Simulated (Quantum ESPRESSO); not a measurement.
# Core-hole calculation of the Gd L₃ edge in GdO2 (P2_1/m), part 2 of 3

Aim: the near-edge shape at the Gd L₃ edge of GdO2 (P2_1/m), and what the core hole does to it.

Quantum ESPRESSO 7.5; X-ray absorption near-edge structure, plane-wave PAW LDA, one-electron final states by a Lanczos continued fraction.

So far. Step 2 (The field without a hole): The mesh shows no gap, so the system is treated as a metal and the core electron is put at the Fermi level (neutral cell). Step 3 (Spectrum without a core hole, Gd atom 1): Main maxima below 30 eV (height): 9.2 eV (1.99). At an L edge the dipole rule selects empty d (and weakly s) states on the absorber, and the strong line at the onset measures the empty part of its d band.

## (5) The atom with a core hole

Level of this step: all-electron atom with a core hole and its PAW potential, LDA, scalar-relativistic (Quantum ESPRESSO).

The final state has one core electron fewer, so a PAW data set is made for an atom with that hole.

The input, Gd.lda-spdn-kjpaw-2pch.ld1.in:

```
&input
   title='Gd', zed=64., rel=1, iswitch=3, dft='PZ',
   config='1s2 2s2 2p5 3s2 3p6 3d10 4s2 4p6 4d10 5s2 5p6 4f7.0 5d2 6s1.5 6p0.5'
/
&inputp
   file_pseudopw='Gd.lda-spdn-kjpaw-2pch.UPF', author='',
   lpaw=.true.,
   pseudotype=3,
   lloc=-1,
   rcloc=2.0,
   which_augfun='PSQ',
   rmatch_augfun_nc=.true.,
   nlcc=.true.,
   new_core_ps=.true.,
   rcore=1.1,
   tm=.true.,
   zval=12,
   lgipaw_reconstruction=.true., use_paw_as_gipaw=.true.
/
6
5S  1  0  2.00  0.00  1.30  1.70  0.0
6S  2  0  1.50  0.00  1.30  1.70  0.0
5P  2  1  6.00  0.00  1.30  1.80  0.0
6P  3  1  0.50  0.00  1.30  1.80  0.0
5D  3  2  2.00  0.00  1.30  2.00  0.0
5D  3  2  0.00  2.00  1.30  2.00  0.0
```

On the command line:

```console
ld1.x < Gd.lda-spdn-kjpaw-2pch.ld1.in > Gd.lda-spdn-kjpaw-2pch.ld1.out
```

The log of the run:

```text
     [... banner and references ...]
PAW data will be used for GIPAW calculation
     --------------------------- All-electron run ----------------------------

     Gd
     scalar relativistic calculation

     atomic number is 64.00
     dft =PZ   lsd =0 sic =0 latt =0  beta=0.20 tr2=1.0E-14
     Exchange-correlation= PZ
                           (   1   1   0   0   0   0   0)
     mesh =1263 r(mesh) = 101.10069 a.u. xmin = -7.00 dx = 0.01250
     1 Ry =  13.60569312 eV, c = 137.03599908

     n l     nl                  e(Ry)          e(Ha)          e(eV)
     1 0     1S 1( 2.00)     -3699.5807     -1849.7904    -50335.3600
     2 0     2S 1( 2.00)      -619.8006      -309.9003     -8432.8173
     2 1     2P 1( 5.00)      -554.4175      -277.2087     -7543.2340
[...]
3 2     3D 1(10.00)       -91.5392       -45.7696     -1245.4549
[...]
4 2     4D 1(10.00)       -11.9612        -5.9806      -162.7407
[...]
final scf error:  4.1E-15 reached in  30 iterations

     Etot =  -21980.425564 Ry,  -10990.212782 Ha, -299058.924933 eV

     Ekin =   23614.311191 Ry,   11807.155595 Ha,  321289.071370 eV
     Encl =  -53608.356126 Ry,  -26804.178063 Ha, -729378.842285 eV
     Eh   =    8481.044819 Ry,    4240.522409 Ha,  115390.493165 eV
     Exc  =    -467.425447 Ry,    -233.712723 Ha,   -6359.647183 eV

     normalization and overlap integrals

     s(1S/1S) =  1.000000  <r> =   0.0219  <r2> =    0.0007  r(max) =   0.0140
     s(1S/2S) = -0.023030
     s(1S/3S) = -0.010030
     s(1S/4S) = -0.004855
[...]
s(2S/2S) =  1.000000  <r> =   0.0929  <r2> =    0.0102  r(max) =   0.0784
[...]
normalization and overlap integrals

[...]
s(3D/3D) =  1.000000  <r> =   0.2169  <r2> =    0.0553  r(max) =   0.1766
     s(3D/4D) = -0.001297
     s(3D/5D) = -0.000301
[...]
s(4S/6S) = -0.000177
[...]
s(4P/6P) = -0.000109
     s(4D/4D) =  1.000000  <r> =   0.6185  <r2> =    0.4434  r(max) =   0.5440
     s(4D/5D) = -0.000223
     s(5S/5S) =  1.000000  <r> =   1.2967  <r2> =    1.8907  r(max) =   1.1660
     s(5S/6S) = -0.000096
     s(5P/5P) =  1.000000  <r> =   1.5040  <r2> =    2.5680  r(max) =   1.3213
     s(5P/6P) = -0.000055
     s(4F/4F) =  1.000000  <r> =   0.7861  <r2> =    0.7891  r(max) =   0.5372
     s(5D/5D) =  1.000000  <r> =   2.4637  <r2> =    7.3611  r(max) =   1.8060
     s(6S/6S) =  1.000000  <r> =   3.7462  <r2> =   15.9497  r(max) =   3.1696
     s(6P/6P) =  1.000000  <r> =   5.2286  <r2> =   31.5136  r(max) =   4.2786

     ------------------------ End of All-electron run ------------------------

     ---------------------- Testing the pseudopotential ----------------------

     Gd
     scalar relativistic calculation

     atomic number is 64.00   valence charge is 12.00
     dft = SLA  PZ   NOGX NOGC   lsd =0 sic =0 latt =0  beta=0.20 tr2=1.0E-14
     mesh =1263 r(mesh) = 101.10069 xmin = -7.00 dx = 0.01250

     n l     nl             e AE (Ry)        e PS (Ry)    De AE-PS (Ry)
[...]
3 1     6P   1( 0.50)       -0.13165       -0.13164       -0.00000
     3 2     5D   1( 2.00)       -0.31850       -0.31849       -0.00001

     eps = 1.4E-16  iter =  6

     Etot =  -21980.425564 Ry,  -10990.212782 Ha, -299058.924933 eV
     Etotps =  -539.354222 Ry,    -269.677111 Ha,   -7338.288034 eV

     Ekin =     162.871379 Ry,      81.435690 Ha,    2215.978008 eV
     Encl =    -302.460082 Ry,    -151.230041 Ha,   -4115.179055 eV
     Ehrt =      67.660071 Ry,      33.830035 Ha,     920.562162 eV
     Ecxc =    -467.425591 Ry,    -233.712796 Ha,   -6359.649149 eV
     (Ecc =     -46.147202 Ry,     -23.073601 Ha,    -627.864670 eV)

     ---------------------- End of pseudopotential test ----------------------
```

The job ended after 1.1 s (1 MPI rank of Intel Xeon Platinum 8488C (Sapphire Rapids), shared host; peak memory 0.13 GiB).

## (6) Supercell with XCH, Gd atom 1

The holes are 5.6 Å apart. The excited electron is kept in the cell, where it fills the lowest empty states and screens the hole.

The input, scf.in:

```
&control
   calculation='scf', prefix='x', pseudo_dir='../pp', outdir='tmp', tprnfor=.true.
/
&system
   ibrav=0, nat=12, ntyp=3, nbnd=58
   ecutwfc=47, ecutrho=360
   occupations='smearing', smearing='mv', degauss=0.015
/
&electrons
   conv_thr=1.2e-07, electron_maxstep=120
   mixing_beta=0.5
/
ATOMIC_SPECIES
Gd0 1.0 Gd.lda-spdn-kjpaw-2pch.UPF
Gd 1.0 Gd.lda-spdn-kjpaw.UPF
O 1.0 O.lda-n-kjpaw.UPF
CELL_PARAMETERS angstrom
  -4.18441800 3.72870900 0.00000000
  -4.18441800 -3.72870900 0.00000000
  2.66362200 0.00000000 5.88989000
ATOMIC_POSITIONS crystal
Gd0  0.43346800 0.68346800 0.79787900
Gd   0.93346800 0.18346800 0.79787900
Gd   0.06653200 0.81653200 0.20212100
Gd   0.56653200 0.31653200 0.20212100
O    0.44523050 0.69523050 0.44098500
O    0.94523050 0.19523050 0.44098500
O    0.05476950 0.80476950 0.55901500
O    0.55476950 0.30476950 0.55901500
O    0.73367000 0.98367000 0.95678800
O    0.23367000 0.48367000 0.95678800
O    0.76633000 0.51633000 0.04321200
O    0.26633000 0.01633000 0.04321200
K_POINTS automatic
5 5 5 0 0 0
```

On the command line:

```console
OMP_NUM_THREADS=1 mpirun --oversubscribe --bind-to none -np 4 pw.x -nk 4 -in scf.in > scf.out
```

The log of the run:

```text
     [... banner and references ...]
[banner, memory and clock lines left out]
using ibrav=0 with symmetry is DISCOURAGED, use correct ibrav instead

     G-vector sticks info

     bravais-lattice index     =            0
     lattice parameter (alat)  =      10.5913  a.u.
     unit-cell volume          =    1240.3017 (a.u.)^3
     number of atoms/cell      =           12
     number of atomic types    =            3
     number of electrons       =        93.00
     number of Kohn-Sham states=           58
     kinetic-energy cutoff     =      47.0000  Ry
     charge density cutoff     =     360.0000  Ry
     scf convergence threshold =      1.2E-07
     mixing beta               =       0.5000
     number of iterations used =            8  plain     mixing
     Exchange-correlation= SLA  PZ   NOGX NOGC
                           (   1   1   0   0   0   0   0)

     celldm(1)=  10.591342  celldm(2)=   0.000000  celldm(3)=   0.000000
     celldm(4)=   0.000000  celldm(5)=   0.000000  celldm(6)=   0.000000

     crystal axes: (cart. coord. in units of alat)
               a(1) = (  -0.746591   0.665283   0.000000 )
               a(2) = (  -0.746591  -0.665283   0.000000 )
               a(3) = (   0.475248   0.000000   1.050885 )

     reciprocal axes: (cart. coord. in units 2 pi/alat)
               b(1) = ( -0.669710  0.751560  0.302867 )
               b(2) = ( -0.669710 -0.751560  0.302867 )
               b(3) = (  0.000000  0.000000  0.951579 )

     PseudoPot. #1 for Gd:     Pseudo is Projector augmented-wave + core cor, Zval = 12.0

     PseudoPot. #2 for Gd:     Pseudo is Projector augmented-wave + core cor, Zval = 11.0

[...]
End of self-consistent calculation

          k = 0.0000 0.0000 0.0000 (  6765 PWs)   bands (ev):

   -40.4919 -34.3086 -34.2688 -34.2610 -17.1991 -17.1944 -17.1792 -13.0223
   -12.9075 -12.8087 -12.3554 -12.2684 -12.0761 -12.0591 -11.9578 -11.8997
    -9.5348  -8.7460  -8.4246  -8.3473  -8.1226  -7.7357  -7.6737  -7.6174
     3.4013   3.4175   3.6020   3.6489   3.7502   3.8910   3.9655   4.0144
     4.7756   5.1041   5.2452   5.2466   5.4964   5.6054   5.6886   5.7256
     5.7427   5.8670   6.3010   6.3273   6.5281   6.5901   6.7912   6.8265
    10.9234  11.1394  11.8603  12.0666  12.5380  12.6615  13.1187  13.3266
    13.4067  13.8804

     [... bands of 38 further k-points ...]

     the Fermi energy is     6.6076 ev

!    total energy              =   -2492.88882784 Ry
     total all-electron energy =    -90761.928881 Ry
     estimated scf accuracy    <       0.00000002 Ry
     smearing contrib. (-TS)   =      -0.00153121 Ry
     internal energy E=F+TS    =   -2492.88729663 Ry

     The total energy is F=E-TS. E is the sum of the following terms:
     one-electron contribution =    -144.42123077 Ry
     hartree contribution      =     126.33884629 Ry
     xc contribution           =    -306.77850909 Ry
     ewald contribution        =    -432.17453268 Ry
     one-center paw contrib.   =   -1735.85187039 Ry

     convergence has been achieved in  19 iterations

     Forces acting on atoms (cartesian axes, Ry/au):

     atom    1 type  1   force =    -0.02303501    0.00000000   -0.00188941
     atom    2 type  2   force =    -0.00723514   -0.00000000   -0.01759712
     atom    3 type  2   force =     0.00708620   -0.00413222    0.01268127
[...]
atom   11 type  3   force =    -0.00032251   -0.03291568   -0.02812115
     atom   12 type  3   force =    -0.00032251    0.03291568   -0.02812115

     Total force =     0.133434     Total SCF correction =     0.000160

     XML data file, charge density, pseudopotentials, collected wavefunctions
```

Run time: 1.9 min. Hardware: 4 MPI ranks; peak memory 0.33 GiB.

Energy with the hole: -1234878.952 eV, cores included.

[end of part 2 of 3]

[Banner, clock and machine lines of the logs are left out without a mark of their own.]

[Logs are printed without paths, hosts, clocks, repeated set-up lines and the standing remarks that a program may print on its own settings, such as how far it seeks lower states.]

[Hosts, paths, dates, database ids (printed as entryN), source tags and the programs' standing remarks are cut or masked in the printed files.]

[Lists of maxima count a maximum above −3 eV only where it reaches 4 % of the highest in the window and stands out from its surroundings by 2 % of it (1.5 % where it reaches 55 %); shoulders and weaker maxima are passed over, and of the rest the first, up to two pre-edge ones and the few strongest are named.]
